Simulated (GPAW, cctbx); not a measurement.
# How far are the atoms of MgIr2Pb2 from free atoms?

Aim: compute the bonding part of the density of MgIr2Pb2, find which reflections carry it, and see how it biases an ordinary refinement.

The cell comes from substitution in a known structure type and wasn't matched to any measured phase. All numbers below are calculated.

## 1. Relax the structure

The density hangs on the geometry, so cell and atoms are relaxed first, with the symmetry held. The cutoff is set higher than for the density because stress converges slowly with plane waves.

Settings: GPAW 26.7.0, PBE, 570 eV, 5×5×5 k-points, Fermi–Dirac width 0.1 eV, BFGS to 0.03 eV/Å.

```text
cell
1.0
     0.000000000   -4.354000000    0.000000000
     4.354000000    0.000000000    0.000000000
    -2.177000000    2.177000000    5.429000000
Pb Ir Mg
2 2 1
Direct
0.621500000 0.621500000 0.243000000
0.378500000 0.378500000 0.757000000
0.250000000 0.750000000 0.500000000
0.750000000 0.250000000 0.500000000
0.000000000 0.000000000 0.000000000
```

```console
$ OMP_NUM_THREADS=1 mpirun -n 4 gpaw python run.py > gpaw.log
```

```text
BFGS:    0      -24.903594        2.656848
BFGS:    1      -25.075187        2.294636
BFGS:    2      -25.470241        1.013539
BFGS:    3      -25.548440        0.403070
...
BFGS:   19      -26.342798        0.324785
BFGS:   20      -26.371743        0.128386
BFGS:   21      -26.377574        0.019684
cell  3.7477 3.7477 8.8239  102.26 102.26 90.00
volume 118.212 A^3, largest force 0.002 eV/A, largest stress 0.13 GPa
```

The cell moved far, while the k-mesh and basis were chosen for the start, so the final shape may be somewhat biased.

After 21 steps the volume has changed by +14.9 % and the energy by -1.474 eV; the largest stress left is 0.13 GPa. It took 9.6 min on 4 cores of Intel(R) Xeon(R) Platinum 8488C (Sapphire Rapids) (shared host), peak memory 1.9 GiB.

Relaxed structure: I4/mmm (no. 139), a = 3.7477 Å, b = 3.7477 Å, c = 16.8331 Å, α = 90.00°, β = 90.00°, γ = 90.00°.

| atom | mult. | x | y | z |
| --- | --- | --- | --- | --- |
| Pb1 | 4 | 1/2 | 1/2 | 0.1205 |
| Ir1 | 4 | 1/2 | 0 | 1/4 |
| Mg1 | 2 | 0 | 0 | 0 |

## 2. Density and charge transfer

X-rays see the whole electron density, so the PAW density is rebuilt with its core regions. Subtracting spherical free atoms from the same code cancels the cores and leaves the deformation density Δρ, the part due to bonding.

Settings: PBE, 450 eV, 6×6×6 k-points, Fermi–Dirac width 0.1 eV; primitive cell of 5 atoms.

```console
$ OMP_NUM_THREADS=1 mpirun -n 4 gpaw python run.py > gpaw.log
```

```text
|iter:   1|       0s |  -27.913020 | +0.19 |       |
|iter:   2|       4s |  -26.538852 | -1.40 | -1.25 |
|iter:   3|       9s |  -26.176616 | -1.90 | -1.49 |
...
|iter:  11|      43s |  -26.125957c| -6.49 | -4.61c|
|iter:  12|      47s |  -26.125943c| -7.14 | -4.81c|
|iter:  13|      51s |  -26.125947c| -7.67c| -5.25c|
```

```text
gpts.py:43: UserWarning: Initial realspace grid (20,20,45) inconsistent with symmetries.
gpts.py:43: UserWarning: Initial realspace grid (20,20,45) inconsistent with symmetries.
gpts.py:43: UserWarning: Initial realspace grid (20,20,45) inconsistent with symmetries.
gpts.py:43: UserWarning: Initial realspace grid (20,20,45) inconsistent with symmetries.
gpts.py:70: UserWarning: Using symmetrized grid: (45,45,45).
gpts.py:70: UserWarning: Using symmetrized grid: (45,45,45).
gpts.py:70: UserWarning: Using symmetrized grid: (45,45,45).
gpts.py:70: UserWarning: Using symmetrized grid: (45,45,45).
grid (90, 90, 90)  electrons 330.000  moved by bonding 0.760 e
deformation density beyond 0.5 A of the nuclei: max 0.090, min -0.105 e/A^3
atom        x       y       z   Voronoi charge  moment
Pb1    0.6205  0.6205  0.2410      0.057       0.00
Pb2    0.3795  0.3795  0.7590      0.057       0.00
Ir3    0.2500  0.7500  0.5000     -0.155       0.00
Ir4    0.7500  0.2500  0.5000     -0.155       0.00
Mg5    0.0000  0.0000  0.0000      0.197       0.00
mean inner potential of superposed free atoms 21.992 V
total magnetic moment 0.000 muB
```

Deformation density in a plane through the shortest contact of the Ir atom at the origin, in 0.01 e/Å³ (clipped at ±99); x from -1.6 to 4.3 Å, y from 2.4 down to -2.4 Å:

```text
  2   5  -1   2   .   .  -1   4   4  -1   .   .   2  -1   5   2
  1   2  -1   2  -6   1  -1   2   2  -1   1  -6   2  -1   2   1
  0   1   1   2   2   2   1   1   0   1   2   2   2   1   1   0
  1   0   1   4   5   4   1   1   0   1   4   5   4   1   0   1
  1   1  -1   0  -2   0  -1   1   1  -1   0  -2   0  -1   1   1
  2   4   0   7   .   6   0   3   3   0   6   .   7   0   4   2
  2   5  -2   .   .   .  -4   4   4  -4   .   .   .  -2   5   2
  2   4   0   7   .   6   0   3   3   0   6   .   7   0   4   2
  1   1  -1   0  -2   0  -1   1   1  -1   0  -2   0  -1   1   1
  1   0   1   4   5   4   1   0   1   1   4   5   4   1   0   1
  0   1   1   2   2   2   1   0   1   1   2   2   2   1   1   0
  1   2  -1   2  -6   1  -1   2   2  -1   1  -6   2  -1   2   1
  2   5  -1   2   .   .  -1   4   4  -1   .   .   2  -1   5   2
```

Atoms in or within 0.15 Å of the plane: Ir (0.0, 0.0), Ir (2.6, 0.0) Å. Dots mark points within about 0.45 Å of a nucleus; large values next to them are atomic features.

Ir gains most (-0.15 e) and Mg loses most (+0.20 e), which isn't the order of electronegativity: valence and coordination count too, and Voronoi cells cut space at the midplane whatever the atoms' sizes. Along the shortest contact from the Ir atom at the map's origin, Ir–Ir at 2.65 Å, Δρ is +0.06 e/Å³ at the midpoint: a modest build-up. At the midpoints of other shortest contacts it is +0.03 (Pb–Ir, 2.87 Å) and +0.01 (Pb–Mg, 3.34 Å) e/Å³. Point values carry grid noise of about 0.01 e/Å³. The run needed 13 iterations, 77 s.

## 3. From the density to structure factors

The Fourier components of Δρ, added to those of the free atoms, give the static X-ray structure factors; the Mott–Bethe relation turns them into the Fourier components V of the potential that fast electrons feel.

```text
static structure factors of the conventional cell: F in electrons, V (Mott-Bethe) in volts
   h  k  l      d  |F| table  |F| free   |F| DFT   change   |V| free  |V| DFT  change %
   0  0  2  8.4166   260.804   260.831   261.398    0.567     6.473    5.695    -12.0
   0  0  4  4.2083     3.455     3.828     4.423    0.596     0.772    0.568    -26.5
   1  0  1  3.6581   197.758   197.528   197.811    0.284     4.369    4.295     -1.7
   1  0  3  3.1165   206.422   206.328   205.980   -0.347     5.501    5.566      1.2
   0  0  6  2.8055   297.424   297.187   297.560    0.373     6.401    6.344     -0.9
   1  1  0  2.6500    35.340    35.442    35.045   -0.398     1.165    1.219      4.6
   1  1  2  2.5277   294.671   294.378   294.366   -0.011     6.946    6.948      0.0
   1  0  5  2.5045   239.893   239.780   239.590   -0.190     5.641    5.665      0.4
   1  1  4  2.2424   505.800   505.437   505.204   -0.232    10.186   10.209      0.2
   0  0  8  2.1041   524.985   524.556   523.691   -0.865    10.915   10.989      0.7
   1  0  7  2.0239   129.749   129.759   129.407   -0.352     2.246    2.274      1.2
   1  1  6  1.9265   215.050   214.704   214.391   -0.313     4.473    4.495      0.5
   2  0  0  1.8738   513.142   512.744   512.557   -0.187    10.024   10.037      0.1
   2  0  2  1.8291   208.759   208.522   208.321   -0.201     3.698    3.711      0.4
```

The largest X-ray change is -0.86 e on 008, 0.2 % of |F|. For electrons V goes as (Z − F)/g², so a change of F counts against Z − F, which is small at low angle and wherever the atoms' terms cancel: |V| of 004 moves by -26.5 % (0.77 to 0.57 V) against +15.6 % in |F|. The last three rows still change by up to 0.31 e; the table stops while the angles are still low. The tabulated Hartree–Fock atoms differ from the free DFT atoms by up to 0.43 e, so the choice of reference atom matters too.

## 4. The functional ladder

The same geometry is run with other functionals, to see whether the bonding signal is larger than the spread between approximations. Free atoms are LDA for LDA and PBE otherwise; meta-GGAs and hybrids keep PBE cores. Any other changed setting is in the row's label.

```
 run  ΔF 008 (e)  ΔF 004 (e)  ΔF 002 (e)  q(Ir) (e)  moved (e)     time
 PBE      -0.865      +0.596      +0.567     -0.155      0.760     77 s
 LDA      -0.862      +0.557      +0.573     -0.152      0.742     71 s
SCAN      -0.959      +0.575      +0.629     -0.163      0.914  4.4 min
```

At the base's settings ΔF(008) spans -0.959 to -0.862 e, a spread of 11 % of the PBE value; over the three listed reflections the spread is at most 11 %, so sign and size hold across the functionals. Times are from shared hosts.

## 5. Refining ordinary atoms against data with bonding

Routine crystallography fits spherical atoms. To see the bias, intensities are simulated from tabulated atoms plus the DFT change ΔF, so that bonding alone can misfit (5448 reflections of the full sphere, merged to the counts below, to 0.45 Å, 1.5 % proportional noise plus counting noise, assumed isotropic U as listed, Δρ smeared by the mean U) and refined with cctbx over different ranges.

```
                    range  data      R1  GooF  U Pb1 (true 0.0051)  U Ir1 (true 0.0052)  U Mg1 (true 0.01)  largest shift (Å)  Δρ max, min (e/Å³)
                 all data   460  0.0036  0.92               0.0051               0.0052             0.0100             0.0000         0.56, -0.62
 low resolution, d > 0.84    90  0.0030  0.92               0.0051               0.0052             0.0102             0.0000         0.37, -0.25
     high order, d < 0.75   345  0.0039  0.92               0.0051               0.0052             0.0100             0.0000         0.67, -0.50
occupancies free, d > 0.7   142  0.0031  0.93               0.0051               0.0053             0.0104             0.0000         0.39, -0.37
```

With all data GooF is 0.92, so at this noise the bonding hardly shows; the top residual peak, near noise level, lies 2.02 Å from Mg and 2.02 Å from Mg. No U is off by more than 3 s.u. at low resolution. With Pb1 held at 1 and the scale free, the other occupancies refine to Ir1 1.001(0.001) and Mg1 1.002(0.009), within three s.u. of full.

## 6. Answer

Bonding moves 0.76 e in the primitive cell of MgIr2Pb2 and changes the structure factors of the conventional cell in the table above by at most 0.86 e (008, 0.2 %), and among reflections above 2 % of the strongest by up to 1.1 % (110). The shortest bond, Ir–Ir, has Δρ = +0.06 e/Å³ at its midpoint. At the base's settings ΔF(008) spans -0.959 to -0.862 e, a spread of 11 % of the PBE value; over the three listed reflections the spread is at most 11 %, so sign and size hold across the functionals. With all data GooF is 0.92, so at this noise the bonding hardly shows. Limits: static density, frozen cores, no spin–orbit coupling.

[Outputs are excerpts: Python notices, other lines and further rows are left out; steps that failed or that the build refused (PBEsol, TPSS) are not shown.]

[Logs are printed without paths, hosts, clocks, repeated set-up lines and the standing remarks that a program may print on its own settings, such as how far it seeks lower states.]
